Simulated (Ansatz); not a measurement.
# ZrInSn in the AlB2 type: lattice stability ahead of a resistivity run, part 3 of 3

The plan: relax ZrInSn in the AlB2 type, check its phonons, and, if the lattice is stable, compute its Eliashberg function and ρ(T).

Ansatz 0.2.0; DFT PBE, scalar-relativistic, plane waves, PAW; PAW set soft_1.

So far, highest frequency, solved or plainly interpolated (cm⁻¹): step 5 (phonons by linear response: q 2×2×2, k 4×4×6) 179. Also lowest on path (cm⁻¹): step 5 -51.7. The relaxed cell has a = 5.155, c = 3.024 Å (conventional setting).

The structure was built from a prototype and need not be the compound's stable phase.

**6. Phonons by linear response: q 3×3×2, k 6×6×8**

An imaginary mode on so few k-points may come from the sampling, so the phonons are repeated with another q and k mesh.

Contents of input.yaml:

```yaml
crystal:
  lattice:
    - [5.155261905, 0.0, 0.0]
    - [-2.5776309525, 4.4645877729, 0.0]
    - [0.0, 0.0, 3.024336495]
  atoms:
    - { symbol: Zr, position: [0.0, 0.0, 0.0] }
    - { symbol: Sn, position: [0.3333333333, 0.6666666667, 0.5] }
    - { symbol: In, position: [0.6666666667, 0.3333333333, 0.5] }
kpoints:
  mp_grid: { grid: [6, 6, 8] }
hamiltonian:
  xc: pbe
  pseudopotentials: { kind: paw, azcp: { folder: soft_1 } }
scf:
  occupations: { method: methfessel_paxton, width: 0.2 }
output:
  eigenvalues: true
phonons:
  method: dfpt
  qmesh: [3, 3, 2]
  temperatures: { t_max: 1000, t_step: 50 }
  qpath:
    path:
      - [[0.0, 0.0, 0.0], [0.5, 0.0, 0.0], [0.33333333, 0.33333333, 0.0], [0.0, 0.0, 0.0], [0.0, 0.0, 0.5], [0.5, 0.0, 0.5], [0.33333333, 0.33333333, 0.5], [0.0, 0.0, 0.5]]
      - [[0.5, 0.0, 0.5], [0.5, 0.0, 0.0]]
      - [[0.33333333, 0.33333333, 0.5], [0.33333333, 0.33333333, 0.0]]
    npoints: 10
```

Run with:

```bash
ansatz run input.yaml --threads 4 --pin off --max-ram 12288MiB --backend cpu --events-out ev --progress --plain --runs-dir out
```

Numbers of over 12 decimals in the logs are rounded to 6 here.

What it wrote:

```text
[...]
Crystal: 3 atoms, lattice volume = 69.608 Å³
Basis set: ecut = 420 eV, 1337 PW (Γ), exchange–correlation on 72×72×48 points (8 copies of the dense FFT grid, shifted against one another)
Bands: 24, of which v1, the nominal top of the filled ones, is band 20 counted from 1 (19 counted from 0)
Symmetry: 12 space group operations
k-points: 35 of 288 (time reversal used)
[...]
SCF iter   1: F=—  HF=-15808.038662 eV  |F-HF|=—  |Δ(HF+E_count)|=         —  Δρ=5.73e-2  dr2=8.31e0  ethr=3.10e-3  ⟨swp⟩=5.8  Hψ=4008  notcnv=0
[...]
SCF iter  11: F=-15806.335369 eV  HF=-15806.335369 eV  |F-HF|=1.82e-12  |Δ(HF+E_count)|=  3.27e-11  S|Δr|=    0.00e0  Δρ=1.06e-7  dr2=8.96e-12  ethr=1.00e-12  ⟨swp⟩=10.9  Hψ=5659  notcnv=0
SCF 1 converged in 11 iterations: F = -15806.335369 eV  dr2 = 8.96e-12
[...]
WARN: eigensolver did not converge in 2 slots of this pass, the one above among them; of largest residual over every band (k=0): 1 band(s) unlocked (lowest unlocked band 27, counted from 0; max residual 9.15e-6 eV among the unlocked bands, 9.15e-6 eV over every band); of lowest unlocked band (k=0): band 27
[...]
SCF converged after 11 iterations
[...]
Free energy (F): -15806.335369 eV
[...]
Internal energy: -15806.332121 eV  (E = F + TS)
E sigma→0 (E₀):  -15806.334557 eV
Entropy (-TS):   -0.003247 eV (-1.082 meV/atom)
Fermi energy:    13.181810 eV
[...]
--- Band table (eV; the first three rows and the last of 35) ---
  k-point 0: bands = [... 16 lower, 9.7198, 9.7198, 11.7032, 13.6161, 13.6161, 16.3624, 16.3624, 17.2269, ... 4 higher]
  k-point 1: bands = [... 16 lower, 9.9985, 9.9985, 12.1972, 13.3166, 13.3166, 16.5488, 16.5488, 16.5665, ... 4 higher]
  k-point 2: bands = [... 16 lower, 10.8014, 10.8014, 12.3710, 12.6384, 12.6384, 15.0225, 16.5500, 16.5500, ... 4 higher]
  k-point 34: bands = [... 16 lower, 9.6855, 10.8806, 11.4941, 13.7008, 13.7456, 14.4221, 15.0691, 15.1549, ... 4 higher]
[...]
ASR residual: 1.598e-4 → 0.000e0 eV/Å²; symmetrization residual: 4.694e-5 eV/Å²
  ASR residual per site (eV/Å²): 7.69e-5 1.60e-4 5.11e-5
  Γ frequencies (cm⁻¹): 0.00 0.00 0.00 39.34 94.68 98.02 98.02 123.00 123.00
--- Phonons (arbitrary-q DFPT): 6 irreducible q on the 3×3×2 mesh ---
[...]
interpolated dispersion: 93 rows × 9 modes
[...]
```

The job ended after 2.1 min (4 threads of Intel Xeon Platinum 8375C at 2.90GHz (Ice Lake), shared host; peak memory 0.93 GiB; 8 min of CPU time).

Numbers from this step:

- share of imaginary modes in the plain interpolation between solved wavevectors: 0.0147
- highest frequency, solved or plainly interpolated: 196.2 cm⁻¹

Solved on the 3×3×2 mesh alone; all other wavevectors are interpolated. The phonon branches at the labelled points (cm⁻¹):

| point | branch 1 | branch 2 | branch 3 | branch 4 | branch 5 | branch 6 | branch 7 | branch 8 | branch 9 |
| --- | --- | --- | --- | --- | --- | --- | --- | --- | --- |
| Γ | 0 | 0 | 0 | 39 | 95 | 98 | 98 | 123 | 123 |
| halfway | 13 | 36 | 42 | 59 | 63 | 73 | 91 | 132 | 139 |
| M | 23 | 42 | 43 | 50 | 62 | 90 | 96 | 128 | 147 |
| halfway | -30 | 45 | 50 | 56 | 80 | 91 | 104 | 126 | 141 |
| K | -45 | 47 | 48 | 74 | 86 | 92 | 117 | 126 | 130 |
| halfway | 16 | 40 | 43 | 56 | 66 | 76 | 91 | 134 | 138 |
| Γ | 0 | 0 | 0 | 39 | 95 | 98 | 98 | 123 | 123 |
| halfway | 51 | 51 | 99 | 107 | 110 | 110 | 128 | 128 | 137 |
| A | 69 | 69 | 122 | 122 | 133 | 133 | 135 | 151 | 168 |
| halfway | 54 | 76 | 96 | 108 | 131 | 138 | 138 | 164 | 175 |
| L | 38 | 80 | 86 | 102 | 127 | 141 | 143 | 174 | 187 |
| halfway | 37 | 85 | 93 | 100 | 120 | 146 | 150 | 172 | 192 |
| H | 35 | 91 | 97 | 104 | 108 | 148 | 162 | 168 | 196 |
| halfway | 50 | 79 | 94 | 102 | 128 | 141 | 142 | 165 | 178 |
| A | 69 | 69 | 122 | 122 | 133 | 133 | 135 | 151 | 168 |
| jump to L | 38 | 80 | 86 | 102 | 127 | 141 | 143 | 174 | 187 |
| halfway | 37 | 58 | 73 | 80 | 104 | 124 | 142 | 146 | 149 |
| M | 23 | 42 | 43 | 50 | 62 | 90 | 96 | 128 | 147 |
| jump to H | 35 | 91 | 97 | 104 | 108 | 148 | 162 | 168 | 196 |
| halfway | -20 | 67 | 75 | 108 | 109 | 133 | 134 | 138 | 158 |
| K | -45 | 47 | 48 | 74 | 86 | 92 | 117 | 126 | 130 |

The phonon branches as a text plot (rows in cm⁻¹):

```
    191 |                             ******             **
    181 |                           **      *    *         *
    171 |                       *******************      *
    161 |                     **  **     **  **   **     ** *
    151 |     *              *  **      ****   **  ******* * *
    141 |   ** **   **      *  *   *****   ****  *****    *** *
    131 | ****** ******    ************      ******  ****   *****
    121 |*      **     ***** *****     **  **  **  ****      ****
    111 |       ***        ***    **     **  **       *  ******
    101 |     **   *    *** *       **********   *  *  ***   ***
     91 |****************  *       ** *******    **  * *****  ***
     81 | **    * *****    *       *****    *    *****    **   **
     71 |  **  * *****         ****          **** * * *     **
     61 |   *** *    *    *  **   *          **    *** **    **
     51 |  **********     * *      **                ****     ***
     40 |********   ****** *         ****  **    ***** **
     30 |  *          *                  **           ** **
     20 | * ***      *   **                             *  *
     10 |***   *      ** *
      0 |*             **
    -10 |           *
    -20 |                                                   *
    -30 |                                                    *
    -40 |       ****                                          ***
         Γ    M  K      Γ       A     L  H     A|L     M|H      K
```

Lowest modes at the softest wavevector of the mesh. Modes at q = (0.333, 0.333, 0.000), with each element's share of the kinetic energy (negative means imaginary):

```csv
mode,frequency (cm⁻¹),Zr %,Sn %,In %
1,-44.9,0,48,52
2,47.3,0,100,0
3,47.8,0,0,100
4,74.0,64,0,36
5,86.1,75,25,0
6,91.9,100,0,0
```

Displacements in mode 1 (-44.9 cm⁻¹), the largest set to 1, in the home cell (x, y, z of the real part, then of the imaginary part):
```
Zr1  0.00  0.00  0.00  0.00  0.00  0.00
Sn2  0.75  0.58  0.00  0.58 -0.75  0.00
In3 -0.13 -0.99  0.00  0.99 -0.13  0.00
```

Displacements in mode 2 (47.3 cm⁻¹), the largest set to 1, in the home cell:
```
Zr1  0.00  0.00  0.00
Sn2  0.00  0.00 -1.00
In3  0.00  0.00  0.00
```

The modes has structure finer than the step of the table below, so its rows give means over 10 cm⁻¹, whole bins alone (the curve runs from -53.8 to 211 cm⁻¹). Peaks (cm⁻¹: height): In 47.8: 0.0286, 76.1: 0.0258, 132.7: 0.0508; Sn 46.1: 0.0301, 81.1: 0.0272, 131.1: 0.0472, 142.7: 0.0440; Zr 94.4: 0.0494, 116.1: 0.0231, 142.7: 0.0264.

Phonopy on the run's constants, 13x13x19 mesh, Gaussian sigma 2.0 cm⁻¹. The modes by wavenumber; means over each step; values in 1/cm⁻¹/cell:

| wavenumber (cm⁻¹) | In | Sn | Zr |
| --- | --- | --- | --- |
| -40 | 0.00136 | 0.00127 | 1.3e-6 |
| -30 | 0.00189 | 0.00174 | 7.9e-6 |
| -20 | 0.00234 | 0.00210 | 2.5e-5 |
| -10 | 0.00116 | 0.00103 | 1.6e-5 |
| 0 | 2.2e-4 | 2.1e-4 | 9.4e-5 |
| 10 | 0.00288 | 0.00257 | 8.8e-4 |
| 20 | 0.00734 | 0.00559 | 0.00268 |
| 30 | 0.0116 | 0.00972 | 0.00253 |
| 40 | 0.0206 | 0.0210 | 0.00531 |
| 50 | 0.0237 | 0.0219 | 0.0126 |
| 60 | 0.0162 | 0.0139 | 0.0140 |
| 70 | 0.0210 | 0.0187 | 0.0185 |
| 80 | 0.0248 | 0.0258 | 0.0272 |
| 90 | 0.0195 | 0.0212 | 0.0380 |
| 100 | 0.0120 | 0.0129 | 0.0374 |
| 110 | 0.00889 | 0.0110 | 0.0188 |
| 120 | 0.0169 | 0.0184 | 0.0137 |
| 130 | 0.0438 | 0.0410 | 0.0197 |
| 140 | 0.0418 | 0.0394 | 0.0233 |
| 150 | 0.0139 | 0.0153 | 0.0159 |
| 160 | 0.00449 | 0.00799 | 0.0143 |
| 170 | 0.00282 | 0.00630 | 0.0168 |
| 180 | 3.2e-4 | 5.3e-4 | 0.0116 |
| 190 | 1.7e-4 | 2.7e-4 | 0.00622 |
| 200 | 1.3e-5 | 2.1e-5 | 3.7e-4 |

No LO-TO term; unit eigenvectors of the mass-weighted matrix. The modes at Γ (shares of kinetic energy by element, %):

```
mode  frequency (cm⁻¹)  symmetry  Zr %  Sn %  In %
   1               0.0   unnamed    28    37    35
   2               0.0   unnamed    28    37    35
   3               0.0   unnamed    28    37    35
   4              39.3      A2''     0    50    50
   5              94.7      A2''    72    14    14
   6              98.0        E'    71    21     8
   7              98.0        E'    71    21     8
   8             123.0        E'     1    43    56
   9             123.0        E'     1    43    56
```

Displacements in mode 4 (39.3 cm⁻¹), the largest set to 1:
```
Zr1  0.00  0.00  0.01
Sn2  0.00  0.00 -0.98
In3  0.00  0.00  1.00
```

Displacements in mode 9 (123.0 cm⁻¹), the largest set to 1:
```
Zr1 -0.14  0.00  0.00
Sn2 -0.86  0.00  0.00
In3  1.00  0.00  0.00
```

Among the solved wavevectors the lowest mode, translations apart, is -44.9 cm⁻¹, imaginary.

**7. Electron–phonon run: q 3×3×2, k 6×6×8, scattering 8×8×12**

Phonons, couplings and the Boltzmann equation in one run.

input.yaml: that of step 6 with these lines changed.

```diff
@@ -28 +28,4 @@
     npoints: 10
+  electrical_resistivity:
+    mesh: [8, 8, 12]
+    temperatures: [20.0, 50.0, 77.0, 100.0, 150.0, 200.0, 300.0, 400.0, 600.0, 800.0]
```

What it wrote:

```text
[the first part of the log is left out]
  E_xc         = -424.184078
  E_vxc        = -353.553155  (∫ρ·V_xc dr)
  E_paw        = -11543.051773  (= ΣΔE_a)
  E_vpaw       = -695.782064  (= ΣTr[D̂ρ^β])
  E_aug_tail   = 0.000411  (compensation charges beyond the density's cutoff)
  E_ewald      = -3695.840711
  E_smearing   = -0.003247  (= −TS)
  E_closure    = 0.000000  (closes the sum)
  Σ components = -15806.335369   (vs F -15806.335369, Δ=0.00e0)
--- Band table (eV; the first three rows and the last of 35) ---
  k-point 0: bands = ["-35.9510", "-14.0646", "-14.0646", "-13.4100", "-8.4223", "-8.2001", "-8.2001", "-8.1358", "-8.1358", "-1.6575", "-1.3510", "-1.3510", "-1.1525", "-1.1525", "2.7239", "9.2669", "9.7198", "9.7198", "11.7032", "13.6161", "13.6161", "16.3624", "16.3624", "17.2269", "17.2269", "17.5863", "19.2081", "23.8174"]
  k-point 1: bands = ["-35.9382", "-14.0500", "-14.0500", "-13.5370", "-8.3676", "-8.1984", "-8.1984", "-8.1563", "-8.1563", "-1.5667", "-1.3463", "-1.3463", "-1.1953", "-1.1953", "3.0042", "9.5131", "9.9985", "9.9985", "12.1972", "13.3166", "13.3166", "16.5488", "16.5488", "16.5665", "17.1263", "17.1263", "18.2633", "22.9002"]
  k-point 2: bands = ["-35.9071", "-14.0144", "-14.0144", "-13.8341", "-8.2347", "-8.2059", "-8.2059", "-8.1939", "-8.1939", "-1.3466", "-1.3354", "-1.3354", "-1.2961", "-1.2961", "3.8416", "10.2689", "10.8014", "10.8014", "12.3710", "12.6384", "12.6384", "15.0225", "16.5500", "16.5500", "17.2795", "17.2795", "18.3303", "19.4494"]
  k-point 34: bands = ["-35.8626", "-14.2317", "-13.9668", "-13.9660", "-8.2773", "-8.2718", "-8.1885", "-8.1877", "-8.0443", "-1.4384", "-1.4360", "-1.3145", "-1.2872", "-1.0197", "7.1428", "8.5436", "9.6855", "10.8806", "11.4941", "13.7008", "13.7456", "14.4221", "15.0691", "15.1549", "18.5671", "19.5468", "19.7951", "19.8714"]
--- Phonons (Γ-DFPT): 6 representative perturbations + reference (Σ response iterations 25) ---
  ASR residual: 1.187e-4 → 0.000e0 eV/Å²; symmetrization residual: 6.668e-7 eV/Å²
  ASR residual per site (eV/Å²): 2.43e-5 1.19e-4 4.12e-5
  Γ frequencies (cm⁻¹): 0.00 0.00 0.00 39.34 94.68 98.02 98.02 123.00 123.00
--- Phonons (arbitrary-q DFPT): 6 irreducible q on the 3×3×2 mesh ---
  q = [0.0000, 0.0000, 0.0000] (star 1, of the zone-centre solve; hermiticity 3.39e-7, symmetrization 4.84e-12): -0.00 -0.00 -0.00 39.34 94.68 98.02 98.02 123.00 123.00
  q = [0.0000, 0.0000, -0.5000] (star 1, 6 solved perturbations in 300 linear systems a pass and spin channel, the states on 65 of 288 k-point pairs; hermiticity 1.19e-7, symmetrization 3.79e-12): 69.06 69.06 122.13 122.13 132.99 132.99 134.79 150.99 168.18
  q = [0.0000, 0.3333, 0.0000] (star 6, 9 solved perturbations on 105 of 288 k-point pairs; hermiticity 3.14e-7, symmetrization 1.49e-13): 18.18 40.89 45.48 51.21 63.88 79.18 90.35 131.51 143.03
  q = [0.0000, 0.3333, -0.5000] (star 6, 9 solved perturbations on 105 of 288 k-point pairs; hermiticity 1.22e-7, symmetrization 4.76e-14): 46.53 80.50 86.79 103.88 129.00 139.21 140.69 168.58 180.51
  q = [0.3333, 0.3333, 0.0000] (star 2, 6 solved perturbations in 465 linear systems a pass and spin channel, the states on 105 of 288 k-point pairs; hermiticity 2.36e-7, symmetrization 3.29e-8): -44.87 47.32 47.79 73.96 86.10 91.88 116.72 125.59 129.87
  q = [0.3333, 0.3333, -0.5000] (star 2, 6 solved perturbations in 465 linear systems a pass and spin channel, the states on 105 of 288 k-point pairs; hermiticity 8.28e-8, symmetrization 1.29e-9): 34.67 90.90 96.89 104.52 108.45 147.52 161.46 167.61 196.18
  sum rule: each row above includes the acoustic sum rule's correction from the zone centre's row sums; it moved no ω² by more than (0.52 cm⁻¹)²
  mesh force constants: q→R imaginary residual 1.17e-16; ASR residual 1.187e-4 → 0.000e0 eV/Å²; symmetrization residual 7.105e-15 eV/Å²
  interpolated dispersion: 93 rows × 9 modes
  density of states and harmonic sums: on the 15×15×20 q-mesh, interpolated from the force constants of a 3×3×2 supercell (no non-analytic term)
  largest difference from the sums on the solved wave vectors: F 7.24e-3 eV, S 1.96e-5 and C_V 1.23e-5 eV/K
  zero-point energy: 0.055527 eV/cell   skipped modes (ω ≤ 0): 43, of them read as no rigid motion or as one in doubt: 40 (1.342e-1 modes/cell left out, lowest -44.87 cm⁻¹)   left out of the sums: 1.50e-2 of the cell's modes: C_V's classical limit lies that fraction below 3 k_B per atom; for a crystal, a wire or a layer, F and S can be off by more, and a phonons.interpolated_qmesh denser along its periods is the remedy for the sampling
Error: electrical resistivity: the mode of lowest frequency at the wavevector [0.2500, 0.3750, 0.0000] is imaginary, -41.62 cm⁻¹ (written negative): the force constants describe an unstable lattice; relax the structure, enlarge phonons.supercell (under dfpt, kpoints.mp_grid), or, with a block electrical_resistivity or superconductivity, name a file of force constants under which the crystal is stable (phonons.electron_phonon_force_constants)
The harmonic force constants that this run solved are whole in <dir>
```

It took 2.6 min on 4 threads; peak memory 0.93 GiB.

The run ended with an error.

The program's message: “electrical resistivity: the mode of lowest frequency at the wavevector [0.2500, 0.3750, 0.0000] is imaginary, -41.62 cm⁻¹ (written negative): the force constants describe an unstable lattice; relax th …”

The run stops because a mode is imaginary on the scattering mesh, where no scattering rate is defined; denser k meshes, other smearings and, between solved wavevectors, finer q meshes show whether the instability is real.

**8. Summary of results**

- phonon run of the rows without a label of their own: PBE, q 3×3×2, k 6×6×8
- softest mode on the q mesh: -44.9 cm⁻¹ at q = (0.333, 0.333, 0)
- highest frequency, solved or plainly interpolated: 196 cm⁻¹

The lattice is dynamically unstable at this level: a mode at q = (0.333, 0.333, 0) is imaginary, 44.9i cm⁻¹, so no harmonic coupling constant or resistivity is defined for this structure. These meshes are coarse, and single modes of a metal can move by tens of cm⁻¹ with the k mesh. The coarser mesh found an imaginary mode at another wavevector, which this mesh lacks. The phonon runs are not spin-polarised. The structure was built by hand as an ordered model, and its stability against other phases was not tested.

[Logs are printed without paths, hosts, clocks, repeated set-up lines and the standing remarks that a program may print on its own settings, such as how far it seeks lower states.]

[Hosts, paths, dates, database ids (printed as entryN), source tags and the programs' standing remarks are cut or masked in the printed files.]
